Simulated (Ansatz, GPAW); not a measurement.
# Optical response of NaTaO2 (model structure), part 2 of 3

Aim: the dielectric function of NaTaO2 (model structure), and the optical constants that follow from it. The structure is a model built here, which may or may not match a known phase. It was built so: All Li replaced by Na and V replaced by Ta in the R-3m structure of LiVO2. The cell is first relaxed with Ansatz.

GPAW 26.7.0; DFT, revPBE, plane-wave PAW (GPAW data sets), scalar-relativistic, RPA, optical limit.

So far: The starting structure; Relaxation.

### 3. Ground state

The self-consistent density comes first; it also tells whether there is a gap, which decides the occupations and the need for a Drude term.

This step: DFT, revPBE, plane-wave PAW (GPAW data sets), scalar-relativistic, ground state (GPAW 26.7.0).

gs.py

```python
from ase import Atoms
from ase.dft.bandgap import bandgap
from gpaw import GPAW, PW, FermiDirac

atoms = Atoms(['Ta', 'Na', 'O', 'O'],
              cell=[[1.47606788, 0.85220818, 6.05669110],
                    [-1.47606788, 0.85220818, 6.05669110],
                    [0.00000000, -1.70441637, 6.05669110]],
              scaled_positions=[[0.50000000, 0.50000000, 0.50000000],
                                [1.00000000, 1.00000000, 1.00000000],
                                [0.75689209, 0.75689209, 0.75689209],
                                [0.24310791, 0.24310791, 0.24310791]],
              pbc=[True, True, True])
atoms.calc = GPAW(mode=PW(450), xc='revPBE', kpts={'size': (9, 9, 9), 'gamma': True},
                  occupations=FermiDirac(0.05), maxiter=150, txt='gs.txt')
print('energy (eV)', atoms.get_potential_energy())
print('Fermi level (eV)', atoms.calc.get_fermi_level())
print('valence electrons', atoms.calc.get_number_of_electrons())
print('gap (eV)', bandgap(atoms.calc, output=None)[0])
print('direct gap (eV)', bandgap(atoms.calc, direct=True, output=None)[0])
atoms.calc.write('gs.gpw')
```

On the command line:

```bash
> OMP_NUM_THREADS=1 python gs.py
```

Numbers of over 12 decimals in the logs are rounded to 6 here.

Log:

```text
__  _  _
 | _ |_)|_||  |
 |__||  | ||/\| - 26.7.0

Versions:
  Python: 3.12.14
  ASE:    3.29.0
  Numpy:  2.5.5
  Scipy:  1.18.1
  Libxc:  7.0.0

Input parameters:
  mode=PW(ecut=450.000000),
  kpts=MonkhorstPack(size=(9, 9, 9), gamma=True),
  maxiter=150,
  occupations=Occupations(name='fermi-dirac', width=0.05, fixmagmom=False),
  xc=XC(name='revPBE')

Diagonalizing LCAO Hamiltonian
Converting LCAO to pw mode

       Na

       O

       Ta

       O

Atoms  # Å, Bohr magnetons
|   | symbol |        x |         y |         z |    initial magnetic moments |
| 0 |     Ta | 0.000000 | -0.000000 |  9.085037 | ( 0.0000,  0.0000,  0.0000) |
| 1 |     Na | 0.000000 | -0.000000 | 18.170073 | ( 0.0000,  0.0000,  0.0000) |
| 2 |      O | 0.000000 | -0.000000 | 13.752785 | ( 0.0000,  0.0000,  0.0000) |
| 3 |      O | 0.000000 | -0.000000 |  4.417289 | ( 0.0000,  0.0000,  0.0000) |

Unit cell  # Å
| periodic |         x |         y |        z |  lengths |    angles |
|      yes |  1.476068 |  0.852208 | 6.056691 | 6.291943 | 27.135681 |
|      yes | -1.476068 |  0.852208 | 6.056691 | 6.291943 | 27.135681 |
|      yes |  0.000000 | -1.704416 | 6.056691 | 6.291943 | 27.135681 |

Number of symmetries: 4
Symmetry operations  # r_c * U_cc + t_c -> r_c
|   | kind |            matrix            |
| 0 |  E   |  1, 0, 0,  0, 1, 0,  0, 0, 1 |
| 1 |  σ   |  0, 1, 0,  1, 0, 0,  0, 0, 1 |
| 2 |  C2  |  0,-1, 0, -1, 0, 0,  0, 0,-1 |
| 3 |  i   | -1, 0, 0,  0,-1, 0,  0, 0,-1 |

BZ-sampling:
  Number of BZ points: 729
  Number of IBZ points: 205

  Monkhorst-Pack size: [9, 9, 9]
  Monkhorst-Pack shift: [0, 0, 0]

K-points  # in reciprocal-cell coordinates
|     |                                coordinates |     weight |
|   0 | (  0.00000000,   0.00000000,   0.00000000) | 0.00137174 |
|   1 | (  0.00000000,   0.00000000,   0.11111111) | 0.00274348 |
|   2 | (  0.00000000,   0.00000000,   0.22222222) | 0.00274348 |
|   3 | (  0.00000000,   0.00000000,   0.33333333) | 0.00274348 |
|   4 | (  0.00000000,   0.00000000,   0.44444444) | 0.00274348 |
|   5 | (  0.11111111,  -0.11111111,   0.00000000) | 0.00274348 |
|   6 | (  0.11111111,  -0.11111111,   0.11111111) | 0.00548697 |
|   7 | (  0.11111111,  -0.11111111,   0.22222222) | 0.00548697 |
|   8 | (  0.11111111,  -0.11111111,   0.33333333) | 0.00548697 |
|   9 | (  0.11111111,  -0.11111111,   0.44444444) | 0.00548697 |
| ... |                                            |            |
| 204 | (  0.44444444,   0.44444444,   0.44444444) | 0.00274348 |

Plane wave coefficients: 1000
Cutoff: 450.000000 eV

Spin-components: 1 (collinear spins)
Bands:           24
Projectors:      21
Spin-degeneracy: 2
Datatype:        complex128

Parallelization:
  kpt:    1
  domain: 1
  band:   1

Density:
  Valence electrons: 32.0
  Components: 1
  Grid points: [32 32 32]
  Charge: 0.0  # |e|

Potential:
  Grid points: [32 32 32]

species:
  Ta:
    name:    Tantalum
    id:
    Z:       73.0
    valence: 13
    core:    60
    charge:  0.0  # [|e|]
    compensation charges:
      type: gauss
      rc: 0.42  # [Å]
      lmax: 2
    cutoffs:
      filter: 2.36  # [Å]
      core: 3.45  # [Å]
    projectors
    | kind |    occ | energy [eV] | rcut [Å] |
    |   5s |  2.000 |     -72.760 |    1.365 |
    |   6s |  2.000 |      -5.377 |    1.365 |
    |   5p |  6.000 |     -39.398 |    1.349 |
    |   6p |  0.000 |      -1.371 |    1.349 |
    |   5d |  3.000 |      -3.553 |    1.307 |
    |    d |        |      23.658 |    1.307 |

    Using partial waves for Ta as LCAO basis

  Na:
    name:    Sodium
    id:
    Z:       11.0
    valence: 7
    core:    4
    charge:  0.0  # [|e|]
    compensation charges:
      type: gauss
      rc: 0.37  # [Å]
      lmax: 2
    cutoffs:
      filter: 2.17  # [Å]
      core: 2.59  # [Å]
    projectors
    | kind |    occ | energy [eV] | rcut [Å] |
    |   3s |  1.000 |      -2.712 |    1.201 |
    |   2p |  6.000 |     -28.657 |    1.217 |
    |   3p |  0.000 |      -0.765 |    1.217 |
    |    s |        |      24.499 |    1.201 |
    |    d |        |       0.000 |    1.238 |

    Using partial waves for Na as LCAO basis

  O:
    name:    Oxygen
    id:
    Z:       8.0
    valence: 6
    core:    2
    charge:  0.0  # [|e|]
    compensation charges:
      type: gauss
      rc: 0.21  # [Å]
      lmax: 2
    cutoffs:
      filter: 1.17  # [Å]
      core: 0.83  # [Å]
    projectors
    | kind |    occ | energy [eV] | rcut [Å] |
    |   2s |  2.000 |     -23.998 |    0.688 |
    |   2p |  4.000 |      -8.969 |    0.598 |
    |    s |        |       3.214 |    0.688 |
    |    p |        |      18.243 |    0.598 |
    |    d |        |       0.000 |    0.619 |

    Using partial waves for O as LCAO basis

Reference energy: -432687.339086  # eV

eigensolver:
  PPCG
  Converge bands: occupied
  niter=2

density mixing:
  MSR1-Mixer
  Pratt-step length: 0.05
  Maximum mixing coefficient: 0.75
  Old densities: 10
  SVD Regularization: 0.005
  Good broyden scale: 1.0
  Trust region scale: 1.0
  Backstep threshold: 4.0
  History deletion threshold: 6.0
  Fourier metric: weight=20.0, sigma=0.015

occupation numbers:
  Fermi-Dirac:
    width: 0.0500  # eV

poisson solver:
  ecut: 3600.000000  # eV

xc functional:
  name: revPBE with 2 nearest neighbor stencil

convergence criteria:
- Maximum [total energy] change in last 3 cyles: 0.0005 eV / valence electron
- Maximum integral of absolute [dens]ity change: 0.0001 electrons / valence electron
- Maximum integral of absolute [eigenst]ate change: 4e-08 eV^2 / valence electron
maximum number of iterations: 150

SCF iterations
|iter     |      energy | eigst |  dens |
|iter:   1||  -28.756697 | -0.07 |       |
|iter:   2||  -27.988632 | -1.99 | -1.00 |
|iter:   3||  -26.380639 | -0.94 | -1.06 |
|iter:   4||  -26.359893 | -2.35 | -1.58 |
|iter:   5||  -26.367962 | -2.77 | -1.78 |
|iter:   6||  -26.369241c| -3.77 | -2.33 |
|iter:   7||  -26.369504c| -4.97 | -2.98 |
|iter:   8||  -26.369533c| -6.49 | -3.60 |
|iter:   9||  -26.369537c| -7.00 | -4.07c|
|iter:  10||  -26.369537c| -8.38c| -4.93c|

Converged in 10 steps
SCF loop duration: 179.736 s (17.974 s/step)
Energy contributions relative to reference atoms: (reference = -432687.339086)

Energy contributions:
  Kinetic:          16.384556
  Coulomb:         -16.132180
  Zero:             -0.246760
  External:          0.000000
  Xc:              -26.371244
  Entropy:          -0.007820
  Spinorbit:         0.000000
  ----------------------------
  Free energy:     -26.373447
  Extrapolated:    -26.369537

dipole moment: (0.000000, -3.157052, -5.609363)  # |e|*Ang

Fermi level: 8.884
Eigenvalues  # (at kpt = [0.000, 0.000, 0.000])
| band index |      eig [eV] | occ [0-2] |
|          0 |       -60.030 |     2.000 |
|        ... |               |           |
|          8 |       -10.547 |     2.000 |
|          9 |         0.615 |     2.000 |
|         10 |         3.671 |     2.000 |
|         11 |         3.672 |     2.000 |
|         12 |         4.290 |     2.000 |
|         13 |         5.418 |     2.000 |
|         14 |         5.418 |     2.000 |
|         15 |         7.960 |     2.000 |
|         16 |         9.531 |     0.000 |
|         17 |         9.531 |     0.000 |
|         18 |        10.587 |     0.000 |
|         19 |        12.928 |     0.000 |
|         20 |        12.928 |     0.000 |
|         21 |        14.824 |     0.000 |
|         22 |        15.215 |     0.000 |
|         23 |        21.247 |     0.000 |

No gap
No difference between direct/indirect transitions

--- standard output ---
energy (eV) -26.369537
Fermi level (eV) 8.883588
valence electrons 32.0
gap (eV) 0.0
direct gap (eV) 0.0
```

It took 3.2 min on 1 thread of Arm Neoverse V2, shared host; peak memory 0.31 GiB.

Read-outs, printed or worked out from the files:

* energy: -26.37 eV
* Fermi energy: 8.884 eV
* electrons: 32

There are states at the Fermi level within the smearing, so the occupations stay smeared and the carriers get a Drude term.

### 4. Bands for the response

At the fixed density, many empty bands are solved on the mesh of the response, since the spectrum sums over them.

This step: DFT, revPBE, plane-wave PAW (GPAW data sets), scalar-relativistic, bands at fixed density (GPAW 26.7.0).

nscf.py

```python
from ase.dft.bandgap import bandgap
from gpaw import GPAW, FermiDirac

calc = GPAW('gs.gpw').fixed_density(kpts={'size': (12, 12, 12), 'gamma': True}, nbands=46, convergence={'bands': 40},
                                    occupations=FermiDirac(0.05), txt='nscf.txt')
print('gap (eV)', bandgap(calc, output=None)[0])
print('direct gap (eV)', bandgap(calc, direct=True, output=None)[0])
calc.write('full.gpw', mode='all')
```

On the command line:

```bash
> OMP_NUM_THREADS=1 python nscf.py
```

Log:

```text
Diagonalizing LCAO Hamiltonian
Converting LCAO to pw mode
convergence criteria:
- Maximum integral of absolute [eigenst]ate change: 4e-08 eV^2 / valence electron
maximum number of iterations: 150

SCF iterations
|iter     |      energy | eigst |  dens |
|iter:   1||             | +3.07 |       |
|iter:   2||             | +1.78 |       |
|iter:   3||             | +0.77 |       |
|iter:   4||             | -0.33 |       |
|iter:   5||             | -1.29 |       |
|iter:   6||             | -2.39 |       |
|iter:   7||             | -3.29 |       |
|iter:   8||             | -4.37 |       |
|iter:   9||             | -5.28 |       |
|iter:  10||             | -6.35 |       |
|iter:  11||             | -7.16 |       |
|iter:  12||             | -7.79c|       |
SCF steps: 12
  __  _  _
 | _ |_)|_||  |
 |__||  | ||/\| - 26.7.0

Versions:
  Python: 3.12.14
  ASE:    3.29.0
  Numpy:  2.5.5
  Scipy:  1.18.1
  Libxc:  7.0.0

Input parameters:
  mode=PW(ecut=450.000000),
  convergence={'bands': 40},
  gpts=array([32, 32, 32]),
  kpts=MonkhorstPack(size=(12, 12, 12), gamma=True),
  maxiter=150,
  nbands=46,
  occupations=Occupations(name='fermi-dirac', width=0.05, fixmagmom=False),
  parallel={},
  xc=XC(name='revPBE')

--- standard output ---
gap (eV) 0.0
direct gap (eV) 0.0
```

The job ended after 14 min (1 thread; peak memory 0.73 GiB).

(Continued in part 3 of 3.)

[Machine, clock and banner lines and Python warnings are left out of the logs.]

[Logs are printed without paths, hosts, clocks, repeated set-up lines and the standing remarks that a program may print on its own settings, such as how far it seeks lower states.]

[Hosts, paths, dates, database ids (printed as entryN), source tags and the programs' standing remarks are cut or masked in the printed files.]
